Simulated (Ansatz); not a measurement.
## TaInS3 (model cell, started as cubic perovskite with Ta in the octahedra): a soft mode frozen in

Aim: this structure of TaInS3 (model cell, started as cubic perovskite with Ta in the octahedra) is to be tested for unstable modes, and one is followed downhill.

Main program and level: Ansatz 0.2.0; DFT PBE, scalar-relativistic, plane waves, PAW; PAW set soft_1.

The structure was built from a prototype and need not be the compound's stable phase.

### Step 1. Starting point

The structure is cubic, space group Pm-3m (No. 221). Conventional cell: a = 4.858 Å, b = 4.858 Å, c = 4.858 Å, α = 90.00°, β = 90.00°, γ = 90.00°. Nearest to In lie 12 S at 3.43 Å. Ta has 6 S at 2.43 Å nearest. Nearest to S lie 2 Ta at 2.43 Å. Farther neighbours and most contacts between anions are not listed.

### Step 2. Response at finite wavevector

The cell comes from relaxations at this level that are not shown. Stability and thermal properties need the whole zone. Linear response on a 2×2×2 q mesh gives force constants as far as a supercell of that size would.

input.yaml reads:

```yaml
crystal:
  lattice:
    - [4.8575955774, 0.0, 0.0]
    - [0.0, 4.8575955774, 0.0]
    - [0.0, 0.0, 4.8575955774]
  atoms:
    - { symbol: In, position: [0.0, 0.0, 0.0] }
    - { symbol: Ta, position: [0.5, 0.5, 0.5] }
    - { symbol: S, position: [0.5, 0.5, 0.0] }
    - { symbol: S, position: [0.5, 0.0, 0.5] }
    - { symbol: S, position: [0.0, 0.5, 0.5] }
kpoints:
  mp_grid: { grid: [8, 8, 8] }
hamiltonian:
  xc: pbe
  pseudopotentials: { kind: paw, azcp: { folder: soft_1 } }
scf:
  occupations: { method: methfessel_paxton, width: 0.2 }
output:
  eigenvalues: true
phonons:
  method: dfpt
  qmesh: [2, 2, 2]
  temperatures: { t_max: 1000, t_step: 50 }
  qpath:
    path:
      - [[0.0, 0.0, 0.0], [0.0, 0.5, 0.0], [0.5, 0.5, 0.0], [0.0, 0.0, 0.0], [0.5, 0.5, 0.5], [0.0, 0.5, 0.0]]
      - [[0.5, 0.5, 0.5], [0.5, 0.5, 0.0]]
    npoints: 10
```

Run with:

```console
$ ansatz run input.yaml --threads 4 --pin off --max-ram 16384MiB --backend cpu --events-out ev --progress --plain --runs-dir out
```

Numbers of over 12 decimals in the logs are rounded to 6 here.

The program printed:

```text
Engine: ansatz 0.2.0, aarch64-unknown-linux-gnu
Pseudopotentials: kind: paw
Pseudopotential: In, paw, valence charge 13, recommended cutoff 420 eV (normal), soft_1/In.paw.azcp
Pseudopotential: Ta, paw, valence charge 13, recommended cutoff 420 eV (normal), soft_1/Ta.paw.azcp
Pseudopotential: S, paw, valence charge 6, recommended cutoff 420 eV (normal), soft_1/S.paw.azcp
Functional definition: PBE
  parameter kappa = 0.804
  parameter beta = 0.066725
  exchange = pbe_x(kappa = kappa, mu = beta*pi^2/3)
  correlation = pbe_c(beta = beta)
Crystal: 5 atoms, lattice volume = 114.621 Å³
Basis set: ecut = 420 eV, 2205 PW (Γ), exchange–correlation on 72×72×72 points (8 copies of the dense FFT grid, shifted against one another)
Bands: 27, of which v1, the nominal top of the filled ones, is band 22 counted from 1 (21 counted from 0)
Symmetry: 48 space group operations
k-points: 35 of 512
Non-local potential: In, projectors of the file, l = 0: 2, l = 1: 2, l = 2: 2, l = 3: 1
Non-local potential: Ta, projectors of the file, l = 0: 3, l = 1: 2, l = 2: 2, l = 3: 1
Non-local potential: S, projectors of the file, l = 0: 2, l = 1: 2, l = 2: 1
PAW form: soft (Blöchl's): semilocal exchange-correlation on the pseudo side does not see the compensation charge
PAW one-centre angular grid: In, 590 points (default); XC on 64 Gauss nodes
PAW one-centre angular grid: Ta, 590 points (default); XC on 64 Gauss nodes
PAW one-centre angular grid: S, 110 points (default); XC on 64 Gauss nodes
Initial density: superposition of atomic densities (chi_scale 0.1, normalization cell, long waves kept (reshape's long-wave potential 0.00 eV rms))
Initial wavefunctions: pseudopotential atomic-orbital guess
Functional: x = pbe(κ = 0.804, μ = 0.219515), c = pbe(β = 0.066725)
SCF iter   1: F=—  HF=-18240.417888 eV  |F-HF|=—  |Δ(HF+E_count)|=         —  Δρ=2.55e-2  dr2=6.60e-1  ethr=3.10e-3  ⟨swp⟩=6.5  Hψ=4403  notcnv=0
preconditioner: auto → Kerker (q_TF=auto, 2.326 Å⁻¹)  [metal: Δε(μ)=0.130 eV  Ē_g=9.854 eV  σ=0.200 eV  W_gap=0.48  n_scr=26 (ndim 8)  ℏωp=20.8 eV  f_vac=0.000  D(μ)=1.49/eV (n_scr^D=6)]
SCF iter   2: F=—  HF=-18240.300221 eV  |F-HF|=—  |Δ(HF+E_count)|=   1.18e-1  S|Δr|=    0.00e0  Δρ=1.55e-2  dr2=2.82e-1  ethr=1.50e-3  ⟨swp⟩=1.0  Hψ=1226  notcnv=0
SCF iter   3: F=—  HF=-18240.238601 eV  |F-HF|=—  |Δ(HF+E_count)|=   6.16e-2  S|Δr|=    0.00e0  Δρ=3.08e-3  dr2=1.99e-2  ethr=6.40e-4  ⟨swp⟩=2.5  Hψ=1418  notcnv=0
SCF iter   4: F=—  HF=-18240.237203 eV  |F-HF|=—  |Δ(HF+E_count)|=   1.40e-3  S|Δr|=    0.00e0  Δρ=1.26e-3  dr2=3.67e-3  ethr=4.52e-5  ⟨swp⟩=2.5  Hψ=1690  notcnv=0  defer=10
SCF iter   5: F=—  HF=-18240.237576 eV  |F-HF|=—  |Δ(HF+E_count)|=   3.73e-4  S|Δr|=    0.00e0  Δρ=3.93e-4  dr2=4.98e-4  ethr=8.33e-6  ⟨swp⟩=2.0  Hψ=1235  notcnv=0  defer=10
SCF iter   6: F=—  HF=-18240.237615 eV  |F-HF|=—  |Δ(HF+E_count)|=   3.88e-5  S|Δr|=    0.00e0  Δρ=9.44e-5  dr2=1.13e-5  ethr=1.13e-6  ⟨swp⟩=2.0  Hψ=1284  notcnv=0  defer=12
SCF iter   7: F=—  HF=-18240.237618 eV  |F-HF|=—  |Δ(HF+E_count)|=   3.34e-6  S|Δr|=    0.00e0  Δρ=2.21e-5  dr2=5.12e-7  ethr=2.57e-8  ⟨swp⟩=2.0  Hψ=1566  notcnv=0  defer=13
SCF iter   8: F=—  HF=-18240.237617 eV  |F-HF|=—  |Δ(HF+E_count)|=   1.34e-6  S|Δr|=    0.00e0  Δρ=4.63e-6  dr2=3.57e-8  ethr=1.16e-9  ⟨swp⟩=2.0  Hψ=1412  notcnv=0  defer=18
SCF iter   9: F=—  HF=-18240.237617 eV  |F-HF|=—  |Δ(HF+E_count)|=   1.51e-8  S|Δr|=    0.00e0  Δρ=8.37e-7  dr2=7.96e-10  ethr=8.12e-11  ⟨swp⟩=2.4  Hψ=1556  notcnv=0  defer=18
SCF iter  10: F=—  HF=-18240.237617 eV  |F-HF|=—  |Δ(HF+E_count)|=  4.37e-11  S|Δr|=    0.00e0  Δρ=1.01e-7  dr2=1.24e-11  ethr=1.81e-12  ⟨swp⟩=2.4  Hψ=1629  notcnv=0  defer=18
SCF iter  11: F=-18240.237617 eV  HF=-18240.237617 eV  |F-HF|=0.00e0  |Δ(HF+E_count)|=  1.09e-11  S|Δr|=    0.00e0  Δρ=3.11e-8  dr2=1.69e-12  ethr=1.00e-12  ⟨swp⟩=9.5  Hψ=4938  notcnv=0
SCF 1 converged in 11 iterations: F = -18240.237617 eV  dr2 = 1.69e-12
  greatest PAW one-centre occupation: 0.999 electrons in one spin orbital (limit 2), on the Ta atom at site 1 (counted from 0), in its partial waves of l = 0
Initial density: read from a saved state, or passed on in memory by an earlier SCF of this step, an earlier step, the calling program or the single point that the run made first
iter 1 solved again at ethr=1.81e-6 eV; its pass at ethr=3.10e-3 eV (dr2=7.98e-4 eV) is discarded
SCF iter   1: F=—  HF=-18240.237616 eV  |F-HF|=—  |Δ(HF+E_count)|=         —  Δρ=1.66e-6  dr2=1.96e-9  ethr=1.81e-6  ⟨swp⟩=3.1  Hψ=6972  notcnv=0
eigensolver tolerance schedule: the retry pair's looser diagonalisation over-reported the residual by 406257.66 of it (diagonalisation noise at an unbounded share of the residual, at the tolerance the schedule requests for it); recorded, not acted on — ethr = c·dr2/N_el stays at c = 1.0e-1
preconditioner: auto → Kerker (q_TF=auto, 2.326 Å⁻¹)  [metal: Δε(μ)=0.122 eV  Ē_g=9.751 eV  σ=0.200 eV  W_gap=0.48  n_scr=26 (ndim 8)  ℏωp=20.8 eV  f_vac=0.000  D(μ)=1.10/eV (n_scr^D=6)]
SCF iter   2: F=—  HF=-18240.237617 eV  |F-HF|=—  |Δ(HF+E_count)|=   1.10e-6  S|Δr|=    0.00e0  Δρ=7.41e-7  dr2=3.72e-10  ethr=4.46e-12  ⟨swp⟩=5.1  Hψ=3174  notcnv=0
SCF iter   3: F=—  HF=-18240.237617 eV  |F-HF|=—  |Δ(HF+E_count)|=  5.46e-11  S|Δr|=    0.00e0  Δρ=5.08e-7  dr2=1.77e-10  ethr=1.00e-12  ⟨swp⟩=1.1  Hψ=951  notcnv=0
SCF iter   4: F=—  HF=-18240.237617 eV  |F-HF|=—  |Δ(HF+E_count)|=  2.91e-11  S|Δr|=    0.00e0  Δρ=2.80e-7  dr2=5.58e-11  ethr=1.00e-12  ⟨swp⟩=1.0  Hψ=945  notcnv=0
SCF iter   5: F=—  HF=-18240.237617 eV  |F-HF|=—  |Δ(HF+E_count)|=  1.09e-11  S|Δr|=    0.00e0  Δρ=1.67e-7  dr2=2.02e-11  ethr=1.00e-12  ⟨swp⟩=1.0  Hψ=945  notcnv=0
SCF iter   6: F=-18240.237617 eV  HF=-18240.237617 eV  |F-HF|=0.00e0  |Δ(HF+E_count)|=    0.00e0  S|Δr|=    0.00e0  Δρ=9.61e-8  dr2=6.67e-12  ethr=1.00e-12  ⟨swp⟩=2.4  Hψ=2024  notcnv=0
SCF 2 converged in 6 iterations: F = -18240.237617 eV  dr2 = 6.67e-12
phonons: the bands overlap, so this run is a metal and interpolates without the dipole-dipole term. If the crystal is really an insulator or semiconductor, its LO-TO splitting is missing
NSCF: frozen V_eff on 35 k-points
NSCF: frozen V_eff on 125 k-points
DFPT response loops at q = (0, 0, 0) (fractional): preconditioner auto → Kerker (q_TF=auto, 2.326 Å⁻¹) (partly filled bands, converged f_vac=0.000); β = 1.00, the filter's whole step (`scf.mixing.beta` (0.50) is not read by the response loops under this deck's `scf.mixing.preconditioner`; to damp them name `kerker` or `kerker_dos`, under which they read `scf.mixing.beta`, and type it under 1.00, their step now; both keys bind the ground state too); Broyden in place of MSR1
NSCF: frozen V_eff on 250 k-points
DFPT response loops at q = (0, 0, -0.5) (fractional): mixed as the last ones told, above
NSCF: frozen V_eff on 250 k-points
DFPT response loops at q = (0, -0.5, -0.5) (fractional): mixed as the last ones told, above
NSCF: frozen V_eff on 250 k-points
DFPT response loops at q = (-0.5, -0.5, -0.5) (fractional): mixed as the last ones told, above
SCF converged after 11 iterations
Stability not checked: this state was not tested for a lower state beside it, because cold or Methfessel-Paxton smearing, or corrected tetrahedra, fill the levels in a way that the test cannot read (fill_not_monotonic; see scf.lower_state_search)
Free energy (F): -18240.237617 eV
Harris-Foulkes:  -18240.237617 eV  (|F-HF|=0.00e0)
Internal energy: -18240.245717 eV  (E = F + TS)
E sigma→0 (E₀):  -18240.239642 eV
Entropy (-TS):   0.008100 eV (1.620 meV/atom)
Fermi energy:    7.700512 eV
Step filling:    the computed levels leave a gap of 0.0011 eV = 0.0 smearing widths at the electron count; against every level under it full and every level over it empty, smearing changes F+E_penalty+E_count by +3.425 meV and its σ→0 estimate by +1.400 meV
--- Per-component energies (eV) ---
  E_band       = -279.114771
  E_kinetic    = 918.702680
  E_local      = -2512.121199  (includes V_loc(G=0)·N_el)
  E_nonlocal   = 419.220120
  E_hartree    = 931.852018
  E_xc         = -730.493346
  E_vxc        = -569.833372  (∫ρ·V_xc dr)
  E_paw        = -14332.945052  (= ΣΔE_a)
  E_vpaw       = -398.787302  (= ΣTr[D̂ρ^β])
  E_aug_tail   = 0.000238  (compensation charges beyond the density's cutoff)
  E_ewald      = -2934.461176
  E_smearing   = 0.008100  (= −TS)
  E_closure    = 0.000000  (closes the sum)
  Σ components = -18240.237617   (vs F -18240.237617, Δ=0.00e0)
--- Band table (eV; the first three rows and the last of 35) ---
  k-point 0: bands = [... 18 lower, 6.4344, 6.8434, 6.8434, 6.8434, 7.2211, 7.2211, 7.2211, 9.6216, ... 1 higher]
  k-point 1: bands = [... 18 lower, 6.3686, 6.5296, 6.7309, 6.7309, 7.2278, 7.9000, 7.9000, 9.6273, ... 1 higher]
  k-point 2: bands = [... 18 lower, 6.2192, 6.7618, 6.7618, 6.7830, 7.2443, 8.8268, 8.8268, 9.6392, ... 1 higher]
  k-point 34: bands = [... 18 lower, 4.5948, 7.7476, 7.7476, 7.7476, 10.0769, 10.0769, 10.0769, 13.8194, ... 1 higher]
--- Phonons (Γ-DFPT): 4 representative perturbations + reference (Σ response iterations 12) ---
  ASR residual: 1.073e-5 → 0.000e0 eV/Å²; symmetrization residual: 6.877e-6 eV/Å²
  ASR residual per site (eV/Å²): 9.95e-6 7.25e-6 1.07e-5 1.07e-5 1.07e-5
  Γ frequencies (cm⁻¹): -42.99 -42.99 -42.99 0.00 0.00 0.00 26.25 26.25 26.25 112.39 112.39 112.39 301.72 301.72 301.72
--- Phonons (arbitrary-q DFPT): 4 irreducible q on the 2×2×2 mesh ---
  q = [0.0000, 0.0000, 0.0000] (star 1, of the zone-centre solve; hermiticity 1.62e-6, symmetrization 6.37e-13): -42.99 -42.99 -42.99 -0.00 -0.00 0.00 26.25 26.25 26.25 112.39 112.39 112.39 301.72 301.72 301.72
  q = [0.0000, 0.0000, -0.5000] (star 3, 9 solved perturbations in 975 linear systems a pass and spin channel, the states on 125 of 512 k-point pairs; hermiticity 9.03e-7, symmetrization 8.39e-14): -19.78 -19.78 18.98 18.98 42.36 72.37 72.37 123.49 136.04 136.04 136.26 180.40 286.49 286.49 417.15
  q = [0.0000, -0.5000, -0.5000] (star 3, 9 solved perturbations in 975 linear systems a pass and spin channel, the states on 125 of 512 k-point pairs; hermiticity 1.78e-6, symmetrization 8.21e-14): -92.34 -26.64 14.56 14.56 25.77 125.33 125.33 127.77 127.77 168.36 168.36 185.39 201.93 271.55 451.00
  q = [-0.5000, -0.5000, -0.5000] (star 1, 4 solved perturbations in 350 linear systems a pass and spin channel, the states on 125 of 512 k-point pairs; hermiticity 7.73e-7, symmetrization 1.68e-12): -101.39 -101.39 -95.20 -95.20 -95.20 23.27 23.27 23.27 156.97 156.97 156.97 190.68 190.68 190.68 477.07
  sum rule: each row above includes the acoustic sum rule's correction from the zone centre's row sums; it moved no ω² by more than (0.30 cm⁻¹)²
  mesh force constants: q→R imaginary residual 6.56e-18; ASR residual 1.073e-5 → 0.000e0 eV/Å²; symmetrization residual 8.882e-15 eV/Å²
  interpolated dispersion: 62 rows × 15 modes
  density of states and harmonic sums: on the 14×14×14 q-mesh, interpolated from the force constants of a 2×2×2 supercell (no non-analytic term)
  largest difference from the sums on the solved wave vectors: F 3.51e-1 eV, S 4.73e-4 and C_V 1.23e-4 eV/K
  zero-point energy: 0.117166 eV/cell   skipped modes (ω ≤ 0): 199, of them read as no rigid motion or as one in doubt: 196 (1.455e0 modes/cell left out, lowest -101.39 cm⁻¹)   left out of the sums: 9.71e-2 of the cell's modes: C_V's classical limit lies that fraction below 3 k_B per atom; for a crystal, a wire or a layer, F and S can be off by more, and a phonons.interpolated_qmesh denser along its periods is the remedy for the sampling
```

It took 3.8 min on 4 threads of Arm Neoverse V1, shared host; peak memory 1.2 GiB; 15 min of CPU time.

Reading the cycles: dr2 is the Hartree energy of the density residual (eV), the measure of convergence; HF is the Harris–Foulkes estimate of the energy, which meets the free energy F at convergence.

Numbers from this step:

| Quantity | Value |
| --- | --- |
| volume per atom | 22.92 Å³ |
| gap on the k-mesh | 0 eV |
| sum-rule residual before enforcement | 1.07e-5 eV/Å² |
| lowest frequency on the path | -101.4 cm⁻¹ |
| point group | m-3m |
| highest frequency on the path or at a solved wavevector | 477.1 cm⁻¹ |
| highest optical mode at the zone centre (no LO-TO term) | 301.7 cm⁻¹ |
| lowest optical zone-centre mode | -42.99 cm⁻¹ |
| lowest mode on the q mesh (acoustic modes at Γ apart) | -101.4 cm⁻¹ |

Frequencies (cm⁻¹) solved at each irreducible wavevector; negative means imaginary. Frequencies by wavevector, by row:

```
q in reciprocal lattice units  star  mode 1  mode 2  mode 3  mode 4  mode 13  mode 14  mode 15
                        0 0 0     1     -43     -43     -43       0    301.7    301.7    301.7
                     0 0 -0.5     3   -19.8   -19.8      19      19    286.5    286.5    417.1
                  0 -0.5 -0.5     3   -92.3   -26.6    14.6    14.6    201.9    271.6      451
               -0.5 -0.5 -0.5     1  -101.4  -101.4   -95.2   -95.2    190.7    190.7    477.1
```

Interpolated from a 2×2×2 q mesh. Phonon branches along the path, in cm⁻¹:

```
    point  branch 1  branch 2  branch 3  branch 4  branch 12  branch 13  branch 14  branch 15
        Γ       -43       -43       -43         0        112        302        302        302
  halfway       -23       -23        22        22        130        295        295        360
        X       -20       -20        19        19        180        286        286        417
  halfway       -23        15        18        20        192        247        280        432
        M       -92       -27        15        15        185        202        272        451
  halfway       -22        13        22        23        170        275        288        394
        Γ       -43       -43       -43         0        112        302        302        302
  halfway         4        15        15        30        168        250        250        425
        R      -101      -101       -95       -95        191        191        191        477
  halfway       -24        10        10        20        190        210        218        452
        X       -20       -20        19        19        180        286        286        417
jump to R      -101      -101       -95       -95        191        191        191        477
  halfway       -94       -25       -25        20        182        182        196        468
        M       -92       -27        15        15        185        202        272        451
```

Symmetry leaves 4 wavevectors to solve. The lowest mode among them, the acoustic zeros apart, lies at q = (-0.5, -0.5, -0.5) and is imaginary, 101.4i cm⁻¹, so the energy falls along it.

### Step 3. The mode frozen in, largest atomic shift 0 Å

The mode followed lies at q = (-0.5, -0.5, -0.5) with frequency 95.2i cm⁻¹ and is 3-fold degenerate, one of the unstable modes though not the softest. At small amplitude the distorted cell has space group no. 74 by a symmetry search on the positions. The undistorted cell that holds it gives the zero of energy on the same k mesh.

System of this step: TaInS3 (model cell, started as cubic perovskite with Ta in the octahedra). It takes space group Pm-3m (No. 221, cubic). Conventional cell: a = 4.858 Å, b = 4.858 Å, c = 4.858 Å, α = 90.00°, β = 90.00°, γ = 90.00°. Nearest to In lie 12 S at 3.43 Å. Nearest to Ta lie 6 S at 2.43 Å. Nearest to S lie 2 Ta at 2.43 Å. Farther neighbours and most contacts between anions are not listed.

input.yaml, the sections that differ from step 2:

```yaml
crystal:
  lattice:
    - [4.8575955774, 4.8575955774, 0.0]
    - [4.8575955774, 0.0, 4.8575955774]
    - [4.8575955774, 0.0, -4.8575955774]
  atoms:
    - { symbol: In, position: [0.0, 0.0, 1.0] }
    - { symbol: In, position: [0.0, 0.5, 0.5] }
    - { symbol: Ta, position: [0.5, 0.25, 0.75] }
    - { symbol: Ta, position: [0.5, 0.75, 0.25] }
    - { symbol: S, position: [0.5, 0.0, 1.0] }
    - { symbol: S, position: [0.5, 0.5, 0.5] }
    - { symbol: S, position: [0.0, 0.0, 0.5] }
    - { symbol: S, position: [0.0, 0.5, 0.0] }
    - { symbol: S, position: [0.5, 0.0, 0.5] }
    - { symbol: S, position: [0.5, 0.5, 0.0] }
output:
  forces: true
  stress: true
  eigenvalues: true
# kpoints, hamiltonian, scf: as in step 2
# phonons: removed
```

The program printed:

```text
[...]
Crystal: 10 atoms, lattice volume = 229.242 Å³
Basis set: ecut = 420 eV, 4477 PW (Γ), exchange–correlation on 96×96×96 points (8 copies of the dense FFT grid, shifted against one another)
Bands: 54, of which v1, the nominal top of the filled ones, is band 44 counted from 1 (43 counted from 0)
Symmetry: 96 space group operations
[...]
k-points: 29 of 512
[...]
k-point 0: bands = [... 40 lower, 6.8417, 7.2450, 7.2450, 7.2450, 7.7396, 7.7396, 7.7396, 9.6475, ... 6 higher]
  k-point 1: bands = [... 40 lower, 6.6796, 7.6309, 7.6309, 7.6326, 7.6326, 7.6393, 7.6751, 9.8986, ... 6 higher]
  k-point 2: bands = [... 40 lower, 6.5843, 7.3475, 7.3475, 7.5005, 8.1973, 8.1973, 8.2321, 9.5772, ... 6 higher]
  k-point 28: bands = [... 40 lower, 6.7749, 6.7749, 7.2837, 7.2837, 8.9086, 8.9086, 9.9940, 9.9940, ... 6 higher]
[key lines of the parts left out:]
SCF converged after 8 iterations
Free energy (F): -36480.459503 eV
Fermi energy:    7.667878 eV
P = ⅓ Tr σ = -0.0568 GPa (-0.568 kbar)
```

Wall time 5.1 s (4 threads); peak memory 0.76 GiB; 20 s of CPU time.

Numbers from this step:

```
pressure                         : -0.05682 GPa
energy from the undistorted cell : 0 meV/atom
```

The run ends at a pressure of -0.06 GPa.

### Step 4. The mode frozen in, largest atomic shift 0.6 Å

The atoms are moved along the unstable eigenvector, the largest shift by 0.6 Å, with the cell fixed.

input.yaml, the sections that differ from step 3:

```yaml
crystal:
  lattice:
    - [4.8575955774, 4.8575955774, 0.0]
    - [4.8575955774, 0.0, 4.8575955774]
    - [4.8575955774, 0.0, -4.8575955774]
  atoms:
    - { symbol: In, position: [0.0, 0.0, 1.0] }
    - { symbol: In, position: [0.0, 0.5, 0.5] }
    - { symbol: Ta, position: [0.5, 0.25, 0.75] }
    - { symbol: Ta, position: [0.5, 0.75, 0.25] }
    - { symbol: S, position: [0.412659656, 0.087340344, 1.087340344] }
    - { symbol: S, position: [0.587340344, 0.412659656, 0.412659656] }
    - { symbol: S, position: [0.0, -0.043670172, 0.543670172] }
    - { symbol: S, position: [0.0, 0.543670172, -0.043670172] }
    - { symbol: S, position: [0.5, -0.043670172, 0.543670172] }
    - { symbol: S, position: [0.5, 0.543670172, -0.043670172] }
# kpoints, hamiltonian, scf, output: as in step 3
```

The program printed:

```text
[...]
Crystal: 10 atoms, lattice volume = 229.242 Å³
Basis set: ecut = 420 eV, 4477 PW (Γ), exchange–correlation on 96×96×96 points (8 copies of the dense FFT grid, shifted against one another)
Bands: 54, of which v1, the nominal top of the filled ones, is band 44 counted from 1 (43 counted from 0)
Symmetry: 8 space group operations
[...]
k-points: 95 of 512
[...]
k-point 0: bands = [... 40 lower, 7.0102, 7.1241, 7.1605, 7.4746, 7.5586, 7.8954, 8.0244, 9.0666, ... 6 higher]
  k-point 1: bands = [... 40 lower, 7.0006, 7.0441, 7.3177, 7.7799, 7.8093, 8.0624, 8.0933, 9.2020, ... 6 higher]
  k-point 2: bands = [... 40 lower, 6.7710, 7.0234, 7.2928, 7.7102, 8.3633, 8.3930, 8.5063, 9.3948, ... 6 higher]
  k-point 94: bands = [... 40 lower, 6.3884, 6.3884, 7.5579, 7.5579, 8.7393, 8.7393, 9.3949, 9.3949, ... 6 higher]
[key lines of the parts left out:]
SCF converged after 9 iterations
Free energy (F): -36480.851875 eV
Fermi energy:    7.968413 eV
P = ⅓ Tr σ = -3.4788 GPa (-34.788 kbar)
```

Wall time 17 s (4 threads); peak memory 1.1 GiB.

This step gave:

```yaml
pressure: -3.479 GPa
energy_from_the_undistorted_cell: -39.47 meV/atom
```

The energy, extrapolated to zero smearing, is -39.47 meV/atom against the undistorted cell.

The run ends at a pressure of -3.48 GPa, with forces up to 0.29 eV/Å.

[end of part 1 of 3]

[Logs are printed without paths, hosts, clocks, repeated set-up lines and the standing remarks that a program may print on its own settings, such as how far it seeks lower states.]

[Hosts, paths, dates, database ids (printed as entryN), source tags and the programs' standing remarks are cut or masked in the printed files.]
